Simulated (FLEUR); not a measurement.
## NiAgO2: which magnetic order is lowest

Wanted: the moments of NiAgO2 and the energy of each order that was tried.

Calculated with FLEUR MaX-R8.1; PBEsol with U = 6 eV on Ni d; all-electron FLAPW, Dirac cores, scalar-relativistic bands.

### 1. Starting point

It takes space group P6_3/mmc (No. 194, hexagonal). Conventional cell: a = 2.999 Å, b = 2.999 Å, c = 12.315 Å, α = 90.00°, β = 90.00°, γ = 120.00°. Nearest to Ni lie 6 O at 2.00 Å. Ag has 2 O at 2.07 Å nearest. Nearest to O lie 3 Ni at 2.00 Å and 1 Ag at 2.07 Å. Farther neighbours and most contacts between anions are not listed.

As a file:

```xyz
8
Lattice="2.9992 0.0000 0.0000 -1.4996 2.5974 0.0000 0.0000 0.0000 12.3151" Properties=species:S:1:pos:R:3 pbc="T T T"
Ni    0.0000    0.0000    6.1576
Ni    0.0000    0.0000    0.0000
Ag    1.4996    0.8658    9.2363
Ag    0.0000    1.7316    3.0788
O     0.0000    1.7316    5.1485
O     1.4996    0.8658   11.3061
O     1.4996    0.8658    7.1666
O     0.0000    1.7316    1.0091
```

The cell comes from a database of computed structures and need not be the stable phase.

### 2. Start 1: ferro ++

The parallel start comes first: it shows whether parallel moments hold. A Hubbard U acts on the open shell, since semilocal functionals spread its electrons too much.

inpgen writes inp.xml from crystal.txt; cutoffs, mixing, functional, smearing and local orbitals are then set in the file. The k list default-1 (kpts.xml, not shown) is a Γ-centred 8×8×2 mesh; where the ranks do not divide the number of points, some are split in two of half the weight.

Input file inp.xml:

```
<?xml version="1.0" encoding="UTF-8" standalone="no"?>
<fleurInput fleurInputVersion="0.39">
   <comment>
      NiAgO2
   </comment>
   <calculationSetup>
      <cutoffs Kmax="4.4" Gmax="13.2" GmaxXC="13.2" numbands="0"/>
      <scfLoop itmax="130" minDistance="0.0001" maxIterBroyd="15" imix="Anderson" alpha="0.05" precondParam="0.0" spinf="2.0" sdNocoIR="T"/>
      <coreElectrons ctail="T" frcor="F" kcrel="0" coretail_lmax="0"/>
      <xcFunctional name="PBEs" relativisticCorrections="F"/>
      <magnetism jspins="2"/>
      <soc l_soc="F" theta="0.0" phi="0.0" spav="F"/>
      <expertModes spex="0" secvar="F"/>
      <geometryOptimization l_f="F" forcealpha="1.0" forcemix="BFGS" epsdisp="0.00001" epsforce="0.00001"/>
      <ldaU l_linMix="F" mixParam="0.05" spinf="1.0"/>
   </calculationSetup>
   <cell>
      <bzIntegration valenceElectrons="94.0" mode="hist" fermiSmearingEnergy="0.00293995">
         <kPointListSelection listName="default-1"/>
         <xi:include xmlns:xi="http://www.w3.org/2001/XInclude" href="kpts.xml"> </xi:include>
      </bzIntegration>
      <xi:include xmlns:xi="http://www.w3.org/2001/XInclude" href="sym.xml"> </xi:include>
      <bulkLattice scale="1.0">
         <bravaisMatrix>
            <row-1>    5.6675966244299536    -0.0000000000377945     0.0000000000000000</row-1>
            <row-2>   -2.8337983121771821     4.9082826551853973     0.0000000000000000</row-2>
            <row-3>    0.0000000000000000     0.0000000000000000    23.2722172196668247</row-3>
         </bravaisMatrix>
      </bulkLattice>
   </cell>
   <atomSpecies>
      <species name="Nickel (Ni2.001" element="Ni" atomicNumber="28">
         <mtSphere radius="2.36" gridPoints="781" logIncrement="0.016"/>
         <atomicCutoffs lmax="8" lnonsphr="6"/>
         <electronConfig flipSpins="F">
            <coreConfig>(1s1/2) (2s1/2) (2p1/2) (2p3/2)</coreConfig>
            <valenceConfig>(3s1/2) (3p1/2) (3p3/2) (4s1/2) (3d3/2) (3d5/2)</valenceConfig>
            <stateOccupation state="(3d3/2)" spinUp="2.0" spinDown="1.2"/>
            <stateOccupation state="(3d5/2)" spinUp="3.0" spinDown="1.8"/>
         </electronConfig>
         <energyParameters s="4" p="4" d="3" f="4"/>
         <ldaU l="2" U="6.0" J="0.0" l_amf="F"/>
         <lo type="SCLO" l="0" n="3" eDeriv="0"/>
         <lo type="SCLO" l="1" n="3" eDeriv="0"/>
      </species>
      <species name="Silver (Ag)" element="Ag" atomicNumber="47">
         <mtSphere radius="2.48" gridPoints="819" logIncrement="0.016"/>
         <atomicCutoffs lmax="10" lnonsphr="8"/>
         <electronConfig flipSpins="F">
            <coreConfig>(1s1/2) (2s1/2) (2p1/2) (2p3/2) (3s1/2) (3p1/2) (3p3/2) (4s1/2) (3d3/2) (3d5/2)</coreConfig>
            <valenceConfig>(4p1/2) (4p3/2) (5s1/2) (4d3/2) (4d5/2)</valenceConfig>
            <stateOccupation state="(5s1/2)" spinUp="0.500000" spinDown="0.500000"/>
         </electronConfig>
         <energyParameters s="5" p="5" d="4" f="4"/>
         <lo type="SCLO" l="1" n="4" eDeriv="0"/>
      </species>
      <species name="Oxygen (O)" element="O" atomicNumber="8">
         <mtSphere radius="1.33" gridPoints="441" logIncrement="0.024"/>
         <atomicCutoffs lmax="6" lnonsphr="4"/>
         <electronConfig flipSpins="F">
            <coreConfig>(1s1/2)</coreConfig>
            <valenceConfig>(2s1/2) (2p1/2) (2p3/2)</valenceConfig>
            <stateOccupation state="(2p1/2)" spinUp="0.666667" spinDown="0.666667"/>
            <stateOccupation state="(2p3/2)" spinUp="1.333333" spinDown="1.333333"/>
         </electronConfig>
         <energyParameters s="2" p="2" d="3" f="4"/>
      </species>
   </atomSpecies>
   <atomGroups>
      <atomGroup species="Nickel (Ni2.001">
         <relPos label="                   1">.0000000000 .0000000000 1.000/2.000</relPos>
         <relPos label="                   2">.0000000000 .0000000000 .0000000000</relPos>
         <force calculate="T" relaxXYZ="TTT"/>
      </atomGroup>
      <atomGroup species="Silver (Ag)">
         <relPos label="                   3">-1.000/3.000 1.000/3.000 -1.000/4.000</relPos>
         <relPos label="                   4">1.000/3.000 -1.000/3.000 1.000/4.000</relPos>
         <force calculate="T" relaxXYZ="TTT"/>
      </atomGroup>
      <atomGroup species="Oxygen (O)">
         <relPos label="                   5">1.000/3.000 -1.000/3.000 .4180620000</relPos>
         <relPos label="                   6">-1.000/3.000 1.000/3.000 -.0819380000</relPos>
         <relPos label="                   7">-1.000/3.000 1.000/3.000 -.4180620000</relPos>
         <relPos label="                   8">1.000/3.000 -1.000/3.000 .0819380000</relPos>
         <force calculate="T" relaxXYZ="TTT"/>
      </atomGroup>
   </atomGroups>
   <output dos="F" band="F" slice="F">
      <bandDOS minEnergy="-.5*Htr" maxEnergy="0.5*Htr" sigma="0.015" storeEVData="T"/>
      <plotting iplot="0" polar="F">
         <plot TwoD="T" vec1="  1.0  0.0  0.0" vec2="  0.0  1.0  0.0" vec3="  0.0  0.0  1.0" zero="  0.0  0.0  0.0" file="plot"/>
      </plotting>
      <moessbauerParams electricFieldGradient="F" isomerShift="F" coreHyperfine="F" valenceHyperfine="F"/>
   </output>
</fleurInput>
```

Input file crystal.txt:

```
NiAgO2
&input film=F cartesian=F /
2.99916297428  -0.00000000002  0.00000000000
-1.49958148712  2.59735132583  0.00000000000
0.00000000000  0.00000000000  12.31512700000
1.8897261246
1.0 1.0 1.0

8
28 0.00000000000  0.00000000000  0.50000000000 : 2.001
28 0.00000000000  0.00000000000  0.00000000000 : 2.001
47 0.66666666667  0.33333333333  0.75000000000
47 0.33333333333  0.66666666667  0.25000000000
8 0.33333333333  0.66666666667  0.41806200000
8 0.66666666667  0.33333333333  0.91806200000
8 0.66666666667  0.33333333333  0.58193800000
8 0.33333333333  0.66666666667  0.08193800000

&kpt div1=8 div2=8 div3=2 gamma=T /
```

On the command line:

```
$ OMP_NUM_THREADS=1 inpgen -f crystal.txt > inpgen.log  # inp.xml is then edited as shown
$ OMP_NUM_THREADS=1 mpirun -n 4 fleur_MPI > fleur.log
```

Output:

```text
Welcome to FLEUR        (www.flapw.de)
      MaX-Release 8.1          (www.max-centre.eu)

 ========== k-point set info ==========
 Selected k-point list: default-1
 k-point list type: mesh
 8 x 8 x 2
 Number of k points: 20

 ------------Calculation Setup---------------------------
 Number of MPI-tasks      :            4
 Number of PE/node        :            4
 Number of OMP-threads    :            1
 k-points in parallel     :            4
 pe's per k-point         :            1
 No of k-point loops      :            5
 Eigenvalue solver        :       lapack
 Number of basis functions:          996
 Approximate size of matrices (H+S) per k-point:         0.015 GB
 --------------------------------------------------------
 no density matrix found ... skipping LDA+U
 Reset of history
 Iteration:     1   Distance:      52.58253544 me/bohr^3
 Iteration:     2   Distance:      24.81331391 me/bohr^3
 Iteration:     3   Distance:      22.31713492 me/bohr^3
 Iteration:     4   Distance:      21.70811615 me/bohr^3
 Iteration:     5   Distance:      13.15487729 me/bohr^3
 Iteration:     6   Distance:      11.08079194 me/bohr^3
 Iteration:     7   Distance:       5.18207456 me/bohr^3
 Iteration:     8   Distance:       4.84713149 me/bohr^3
 Iteration:     9   Distance:       4.92718724 me/bohr^3
 Iteration:    10   Distance:       4.28278834 me/bohr^3
 Iteration:    11   Distance:       2.89431480 me/bohr^3
 Iteration:    12   Distance:       1.03899609 me/bohr^3
 Iteration:    13   Distance:       0.91953733 me/bohr^3
 Iteration:    14   Distance:       0.51446890 me/bohr^3
 Iteration:    15   Distance:       0.23709002 me/bohr^3
 Iteration:    16   Distance:       0.07858277 me/bohr^3
 Iteration:    17   Distance:       0.07278532 me/bohr^3
 Iteration:    18   Distance:       0.06536793 me/bohr^3
 Iteration:    19   Distance:       0.03984968 me/bohr^3
 Iteration:    20   Distance:       0.03199099 me/bohr^3
 Iteration:    21   Distance:       0.01906535 me/bohr^3
 Iteration:    22   Distance:       0.01301467 me/bohr^3
 Iteration:    23   Distance:       0.01221798 me/bohr^3
 Iteration:    24   Distance:       0.01095377 me/bohr^3
 Iteration:    25   Distance:       0.00666892 me/bohr^3
 Iteration:    26   Distance:       0.00198923 me/bohr^3
 Iteration:    27   Distance:       0.00194918 me/bohr^3
 Iteration:    28   Distance:       0.00050165 me/bohr^3
 Iteration:    29   Distance:       0.00019170 me/bohr^3
 Iteration:    30   Distance:       0.00008713 me/bohr^3

 ********************************************************************
 Run finished successfully
 Stop message:
   all done
 ********************************************************************

--- out.xml (last complete iteration) ---
<iteration numberForCurrentRun="   30" overallNumber="   30">
         [... left out ...]
         <bandgap value="0.0000000000" units="eV"/>
         <sumValenceSingleParticleEnergies value="-58.5221497074" units="Htr"/>
         <FermiEnergy value="0.2256979792" units="Htr"/>
         <valenceDensity>
            <mtCharges spin="1">
               <mtCharge atomType="1" total="9.3196721" s="1.1992005" p="3.2588881" d="4.7849167" f="0.0546960"/>
               <mtCharge atomType="2" total="7.7833907" s="0.1801971" p="3.1228129" d="4.4458511" f="0.0245911"/>
               <mtCharge atomType="3" total="2.0140444" s="0.6668037" p="1.3438328" d="0.0029608" f="0.0003797"/>
            </mtCharges>
            <mtCharges spin="2">
               <mtCharge atomType="1" total="7.8912304" s="1.1886051" p="3.2475027" d="3.3763300" f="0.0553041"/>
               <mtCharge atomType="2" total="7.9031386" s="0.1896203" p="3.1155595" d="4.5624567" f="0.0247552"/>
               <mtCharge atomType="3" total="2.1359276" s="0.6583830" p="1.4747050" d="0.0024725" f="0.0003104"/>
            </mtCharges>
            <spinDependentCharge spin="1" total="48.0031254" interstitial="5.7408222" mtSpheres="42.2623032"/>
            <spinDependentCharge spin="2" total="45.9968746" interstitial="5.8644262" mtSpheres="40.1324485"/>
            <totalCharge value="94.0000000000"/>
         </valenceDensity>
         [... left out ...]
         <allElectronCharges>
            <spinDependentCharge spin="1" total="92.0031253" interstitial="5.7416028" mtSpheres="86.2615226"/>
            <spinDependentCharge spin="2" total="89.9968746" interstitial="5.8652044" mtSpheres="84.1316702"/>
            <totalCharge value="181.9999999739"/>
         </allElectronCharges>
         <magneticMomentsInMTSpheres units="muBohr">
            <globalMagMoment atomType="1" vec="0.00000   0.00000   1.42844"/>
            <localMagMoment atomType="1" vec="0.00000   0.00000   1.42844"/>
            <globalMagMoment atomType="2" vec="0.00000   0.00000  -0.11975"/>
            <localMagMoment atomType="2" vec="0.00000   0.00000  -0.11975"/>
            <globalMagMoment atomType="3" vec="0.00000   0.00000  -0.12188"/>
            <localMagMoment atomType="3" vec="0.00000   0.00000  -0.12188"/>
         </magneticMomentsInMTSpheres>
         <moessbauerParams unitsHFF="kG" unitsIS="e/bohr^3" unitsEFG="Htr/bohr^2">
         </moessbauerParams>
         <totalEnergy value="   -13968.3789904161" units="Htr">
            <sumOfEigenvalues value="    -8260.5430610661">
               <coreElectrons value="-8202.0209113587"/>
               <valenceElectrons value="-58.5221497074"/>
            </sumOfEigenvalues>
            <densityCoulombPotentialIntegral value="-22174.1156944817"/>
            <densityEffectivePotentialIntegral value="-22766.3745433168"/>
            <chargeDenXCDenIntegral value="-451.3157903840"/>
            <FockExchangeEnergyValence value="0.0000000000"/>
            <FockExchangeEnergyCore value="0.0000000000"/>
            <atomTypeDependentContributions atomType="1">
               <electronNucleiInteractionDifferentMTs value="3648.7383940896"/>
               <MadelungTerm value="-17.1643223470"/>
            </atomTypeDependentContributions>
            <atomTypeDependentContributions atomType="2">
               <electronNucleiInteractionDifferentMTs value="12870.5331289023"/>
               <MadelungTerm value="-37.5034339602"/>
            </atomTypeDependentContributions>
            <atomTypeDependentContributions atomType="3">
               <electronNucleiInteractionDifferentMTs value="340.1651375620"/>
               <MadelungTerm value="-23.3905935878"/>
            </atomTypeDependentContributions>
            <dftUCorrection value="-1.6581754069"/>
            <tkbTimesEntropy value="0.0025301528"/>
            <freeEnergy value="-13968.3815205689"/>
            <extrapolationTo0K value="-13968.3802554925"/>
         </totalEnergy>
         <ldaUDensityMatrix>
            <densityMatrixFor spin="1" atomType="1" uIndex="1" l="2" U="6.00000000" J="0.00000000">
               (+0.95830,+0.00000) (+0.00000,+0.00000) (+0.00000,+0.00000) (+0.00000,+0.01910) (+0.00000,+0.00000)
               (+0.00000,+0.00000) (+0.94758,+0.00000) (+0.00000,+0.00000) (+0.00000,+0.00000) (+0.00000,-0.01910)
               (+0.00000,+0.00000) (+0.00000,+0.00000) (+0.97316,+0.00000) (+0.00000,+0.00000) (+0.00000,+0.00000)
               (+0.00000,-0.01910) (+0.00000,+0.00000) (+0.00000,+0.00000) (+0.94758,+0.00000) (+0.00000,+0.00000)
               (+0.00000,+0.00000) (+0.00000,+0.01910) (+0.00000,+0.00000) (+0.00000,+0.00000) (+0.95830,+0.00000)
            </densityMatrixFor>
            <densityMatrixFor spin="2" atomType="1" uIndex="1" l="2" U="6.00000000" J="0.00000000">
               (+0.70980,+0.00000) (+0.00000,+0.00000) (+0.00000,+0.00000) (+0.00000,+0.35500) (+0.00000,+0.00000)
               (+0.00000,+0.00000) (+0.49347,+0.00000) (+0.00000,+0.00000) (+0.00000,+0.00000) (+0.00000,-0.35500)
               (+0.00000,+0.00000) (+0.00000,+0.00000) (+0.96977,+0.00000) (+0.00000,+0.00000) (+0.00000,+0.00000)
               (+0.00000,-0.35500) (+0.00000,+0.00000) (+0.00000,+0.00000) (+0.49347,+0.00000) (+0.00000,+0.00000)
               (+0.00000,+0.00000) (+0.00000,+0.35500) (+0.00000,+0.00000) (+0.00000,+0.00000) (+0.70980,+0.00000)
            </densityMatrixFor>
         </ldaUDensityMatrix>
         <ldaUDensityMatrixConvergence>
            <distance spin="1" distance="0.000001"/>
            <distance spin="2" distance="0.000003"/>
         </ldaUDensityMatrixConvergence>
         <densityConvergence units="me/bohr^3">
            <chargeDensity spin="1" distance="0.0000597162"/>
            <chargeDensity spin="2" distance="0.0000540485"/>
            <overallChargeDensity distance="0.0000733680"/>
            <spinDensity distance="0.0000871303"/>
         </densityConvergence>
      </iteration>
```

It took 2.8 min on 4 MPI ranks of Arm Neoverse V1, shared host; peak memory 0.45 GiB.

Spin moment in the muffin-tin sphere by atom:

```csv
atom,spin moment in the muffin-tin sphere (μB)
Ni1,1.43
Ni2,1.43
Ag3,-0.12
Ag4,-0.12
O5,-0.12
O6,-0.12
O7,-0.12
O8,-0.12
```

This step gave:

| Quantity | Value |
| --- | --- |
| free energy | -380099.0248 eV |
| program's band gap on this mesh (in a metal only a level spacing) | 0 eV |
| magnetization | 2.006 μB |
| final state | ferromagnetic, with opposed induced moments |

After 30 cycles the largest moment stands at 1.43 μB.

[end of part 1 of 2]

[Logs and program files are shortened in this print: banners, set-up blocks, solver, clock and traceback lines can be left out without a mark of their own.]

[Logs are printed without paths, hosts, clocks, repeated set-up lines and the standing remarks that a program may print on its own settings, such as how far it seeks lower states.]

[Hosts, paths, dates, database ids (printed as entryN), source tags and the programs' standing remarks are cut or masked in the printed files.]

[Where a cell is said to come from a database of computed structures, the database is the Materials Project.]
